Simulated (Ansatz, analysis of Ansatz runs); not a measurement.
# Migration barrier of interstitial H in bcc V, hop from a tetrahedral to the next tetrahedral site (PBE), part 3 of 3

How near does this set-up come to the measured migration barrier? Subject: interstitial H in bcc V, hop from a tetrahedral to the next tetrahedral site. Set-up: PBE, 32-site cell, PBE lattice, 420 eV, k: 4x4x4 Gamma-centred, zero-point energy of the moving atom added. The model is a cell of 32 host atoms with 1 H put in. The barrier is the energy of the highest image of a climbing band over the relaxed site that the atom leaves.

Ansatz 0.2.0; PBE, 32-site cell, PBE lattice, 420 eV, k: 4x4x4 Gamma-centred, zero-point energy of the moving atom added.

So far, barrier forward (eV): step 3 (nudged elastic band) 0.103.

## (4) Vibrations of the moving atom at the low point

A light atom carries zero-point energy, which differs between site and saddle; its three modes are computed at both, leaving out the unstable one.

This step: plane-wave PAW DFT, PBE; finite-displacement force constants of the moving atom alone.

The input, modes_low/input.yaml:

```yaml
crystal:
  lattice:
    - [0.0, 5.99246225, 5.99246225]
    - [5.99246225, 0.0, 5.99246225]
    - [5.99246225, 5.99246225, 0.0]
  atoms:
    - { symbol: V, position: [-0.000371919, -0.000343263, 0.000343263] }
    - { symbol: V, position: [0.124438276, 0.123359751, 0.126148807] }
[... 1 atom line left out ...]
    - { symbol: V, position: [0.377595778, 0.372404222, 0.364785607] }
[... 1 atom line left out ...]
    - { symbol: V, position: [0.124283309, 0.123905701, 0.626471074] }
    - { symbol: V, position: [0.247404222, 0.239785607, 0.760214394] }
    - { symbol: V, position: [0.375725944, 0.374274056, 0.877676136] }
[... 2 atom lines left out ...]
    - { symbol: V, position: [0.249274056, 0.752676136, 0.247323865] }
[... 1 atom line left out ...]
    - { symbol: V, position: [-0.002676135, 0.500725944, 0.499274056] }
    - { symbol: V, position: [0.114785607, 0.635214393, 0.627595778] }
[... 6 atom lines left out ...]
    - { symbol: V, position: [0.500716691, -0.000339916, 0.498528926] }
    - { symbol: V, position: [0.627676135, 0.122323865, 0.625725944] }
[... 1 atom line left out ...]
    - { symbol: V, position: [0.874660085, 0.373528926, 0.8760943] }
[... 4 atom lines left out ...]
    - { symbol: V, position: [0.510214393, 0.502595778, 0.497404222] }
[... 3 atom lines left out ...]
    - { symbol: H, position: [0.3125, 0.4375, 0.5625] }
basis:
  ecutwfc: 420
  xc_grid: 2
hamiltonian:
  xc: pbe
kpoints:
  mp_grid: { grid: [4, 4, 4] }
scf:
  occupations: { method: methfessel_paxton, width: 0.1 }
  max_iter: 120
output: {}
phonons:
  supercell: [1, 1, 1]
  displaced_sites: [32]
  amplitude: 0.03
```

On the command line:

```
ansatz run input.yaml --threads 8 --pin off --max-ram 14131MiB --backend cpu --events-out ev --progress --plain --runs-dir out
```

Numbers of over 12 decimals in the logs are rounded to 6 here.

Output:

```text
[...]
Crystal: 33 atoms, lattice volume = 430.374 Å³
Basis set: ecut = 420 eV, 8393 PW (Γ), exchange–correlation on 120×120×120 points (8 copies of the dense FFT grid, shifted against one another)
Bands: 251, of which v1, the nominal top of the filled ones, is band 209 counted from 1 (208 counted from 0)
Symmetry: 8 space group operations
k-points: 13 of 64 (time reversal used)
[...]
SCF iter   1: F=—  HF=-93213.366327 eV  |F-HF|=—  |Δ(HF+E_count)|=         —  Δρ=6.45e-3  dr2=2.19e-1  ethr=1.77e-3  ⟨swp⟩=7.7  Hψ=12145  notcnv=0
[...]
SCF iter   9: F=-93213.378771 eV  HF=-93213.378771 eV  |F-HF|=1.02e-10  |Δ(HF+E_count)|=  1.16e-10  S|Δr|=    0.00e0  Δρ=1.76e-7  dr2=1.10e-10  ethr=1.00e-12  ⟨swp⟩=8.9  Hψ=11740  notcnv=0
SCF 1 converged in 9 iterations: F = -93213.378771 eV  dr2 = 1.10e-10
[...]
Symmetry: 2 space group operations
k-points: 24 of 64 (time reversal used)
[...]
[... further k-points left out ...]
--- Phonons: 2 displaced members + reference (amplitude 0.03 Å, Σ member SCF iterations 16) ---
  symmetry images taken by strict's conditions (phonons.symmetry_images: auto; settled by no image being taken that strict refuses)
  force constants formed among 1 of 33 sites (H 32); the other 32 at rest. The modes move the named sites alone.
  the frequencies, the zero-point energy and the sums are of the block with the acoustic sum rule laid on its rows. Row sums over every site: 2.9e-6 eV/Å² at the most
  transpose residual: 3.8e-19 eV/Å²
  largest component of a force at the reference: 1.1e-19 eV/Å on a named site, 7.9e-3 eV/Å on a site at rest
  frequencies among the named sites at Γ of the cell (cm⁻¹): 989.64 1495.60 1495.60
  unstable modes among the named sites: 0
  frequencies as built, with no sum rule (cm⁻¹): 989.64 1495.60 1495.60
  zero-point energy: 0.246780 eV/cell   skipped modes (ω ≤ 0): 0
  not written: the harmonic force-constant file, the file of eigenvectors (these modes' are written with the force constants), the density of states and the dispersion, which are of every site
[key lines of the parts left out:]
SCF converged after 9 iterations
Free energy (F): -93213.378771 eV
Fermi energy:    16.606423 eV
```

Wall time 4.7 min (8 threads of Arm Neoverse V2, shared host); peak memory 5.2 GiB; 35 min of CPU time.

Numbers from this step:

```
free energy                : -93213.3788 eV
smearing term TS           : -0.01718 eV
frequencies of moving atom : 989.6, 1496, 1496 cm⁻¹ (negative: imaginary)
```

## (5) Vibrations of the moving atom at the top point

This step: plane-wave PAW DFT, PBE; finite-displacement force constants of the moving atom alone.

The input, modes_top/input.yaml:

```yaml
crystal:
  lattice:
    - [0.0, 5.99246225, 5.99246225]
    - [5.99246225, 0.0, 5.99246225]
    - [5.99246225, 5.99246225, 0.0]
  atoms:
    - { symbol: V, position: [0.002500114, -0.000560167, 0.000558397] }
    - { symbol: V, position: [0.124670378, 0.124437346, 0.126383487] }
[... 1 atom line left out ...]
    - { symbol: V, position: [0.388907168, 0.365882942, 0.35646432] }
[... 2 atom lines left out ...]
    - { symbol: V, position: [0.250094782, 0.242771287, 0.757200735] }
    - { symbol: V, position: [0.374475301, 0.374412265, 0.875790549] }
[... 2 atom lines left out ...]
    - { symbol: V, position: [0.250084597, 0.753113668, 0.24687875] }
    - { symbol: V, position: [0.375383924, 0.872916997, 0.375482054] }
    - { symbol: V, position: [0.001347775, 0.499032433, 0.500969619] }
    - { symbol: V, position: [0.111259109, 0.643556563, 0.63408681] }
[... 7 atom lines left out ...]
    - { symbol: V, position: [0.624680391, 0.124212945, 0.625589693] }
[... 1 atom line left out ...]
    - { symbol: V, position: [0.875483482, 0.374412262, 0.875790551] }
[... 1 atom line left out ...]
    - { symbol: V, position: [0.623780479, 0.624528868, 0.127081764] }
[... 2 atom lines left out ...]
    - { symbol: V, position: [0.498811774, 0.49903244, 0.500969611] }
[... 3 atom lines left out ...]
    - { symbol: H, position: [0.25017713, 0.453848669, 0.545958671] }
basis:
  ecutwfc: 420
  xc_grid: 2
hamiltonian:
  xc: pbe
kpoints:
  mp_grid: { grid: [4, 4, 4] }
scf:
  occupations: { method: methfessel_paxton, width: 0.1 }
  max_iter: 120
output: {}
phonons:
  supercell: [1, 1, 1]
  displaced_sites: [32]
  amplitude: 0.03
```

Output:

```text
[...]
Crystal: 33 atoms, lattice volume = 430.374 Å³
Basis set: ecut = 420 eV, 8393 PW (Γ), exchange–correlation on 120×120×120 points (8 copies of the dense FFT grid, shifted against one another)
Bands: 251, of which v1, the nominal top of the filled ones, is band 209 counted from 1 (208 counted from 0)
Symmetry: 2 space group operations
k-points: 24 of 64 (time reversal used)
[...]
SCF iter   1: F=—  HF=-93213.272290 eV  |F-HF|=—  |Δ(HF+E_count)|=         —  Δρ=7.19e-3  dr2=3.63e-1  ethr=1.77e-3  ⟨swp⟩=7.2  Hψ=22454  notcnv=0
[...]
SCF iter   9: F=-93213.275888 eV  HF=-93213.275888 eV  |F-HF|=1.16e-10  |Δ(HF+E_count)|=  1.46e-10  S|Δr|=    0.00e0  Δρ=1.92e-7  dr2=1.43e-10  ethr=1.00e-12  ⟨swp⟩=9.5  Hψ=22735  notcnv=0
SCF 1 converged in 9 iterations: F = -93213.275888 eV  dr2 = 1.43e-10
[...]
[... 2 atoms left out ...]
  atom  11  V      0.00073748     0.00402801    -0.00402801
  atom  12  V     -0.00051250     0.00330483     0.00004743
  atom  13  V      0.00026258     0.00545517     0.00339512
  atom  14  V     -0.00111385     0.01105872    -0.01105872
  [... 7 atoms left out ...]
  atom  22  V      0.00363137    -0.01044895    -0.00460454
  [... 6 atoms left out ...]
  atom  29  V      0.00026258    -0.00339512    -0.00545517
  [... 3 atoms left out ...]
  atom  33  H      0.01684686    -0.02368493     0.02368493
  max |Σ_I F_I| component: 4.18e-7 eV/Å
--- Band table (eV; the first three rows and the last of 24) ---
[...]
[... further k-points left out ...]
[...]
transpose residual: 2.7e-5 eV/Å²
[...]
frequencies among the named sites at Γ of the cell (cm⁻¹): -649.82 1140.82 1982.27
  unstable modes among the named sites: 1
  frequencies as built, with no sum rule (cm⁻¹): -649.82 1140.82 1982.27
  zero-point energy: 0.193607 eV/cell   skipped modes (ω ≤ 0): 1, of them read as no rigid motion or as one in doubt: 1 (1.000e0 modes/cell left out, lowest -649.82 cm⁻¹)
[...]
[key lines of the parts left out:]
SCF converged after 9 iterations
Free energy (F): -93213.275888 eV
Fermi energy:    16.616064 eV
```

It took 10 min on 8 threads; peak memory 6.3 GiB; 78 min of CPU time.

Numbers from this step:

- free energy: -93213.2759 eV
- smearing term TS: -0.01351 eV
- frequencies of moving atom: -649.8, 1141, 1982 cm⁻¹ (negative: imaginary)

## (6) Results

```
migration barrier (saddle less minimum)                         : 0.05 eV
energy difference of the two ends                               : 0.00 eV
length of the hop                                               : 1.06 Å
change of the moving atom's zero-point energy, saddle less site : -0.05 eV
time of the whole chain                                         : 34 min on 8 threads
```

What this shows: Migration barrier: computed 0.05 eV, measured 0.046 eV; equal to the digits shown. Zero-point energy changes the barrier by -0.05 eV. The measured number is an Arrhenius activation energy of long-range diffusion; for H it holds zero-point energy and, in bcc metals near room temperature, tunnelling. One hop between neighbouring sites is computed at the host's lattice. Limits: the periodic copies of the defect are only 8.5 Å apart.

[Logs are printed without paths, hosts, clocks, repeated set-up lines and the standing remarks that a program may print on its own settings, such as how far it seeks lower states.]

[Hosts, paths, dates, database ids (printed as entryN), source tags and the programs' standing remarks are cut or masked in the printed files.]

[For some hosts the program warned that the k-mesh of the response run may be too coarse for force constants and the static dielectric constant; such warnings are not shown here.]
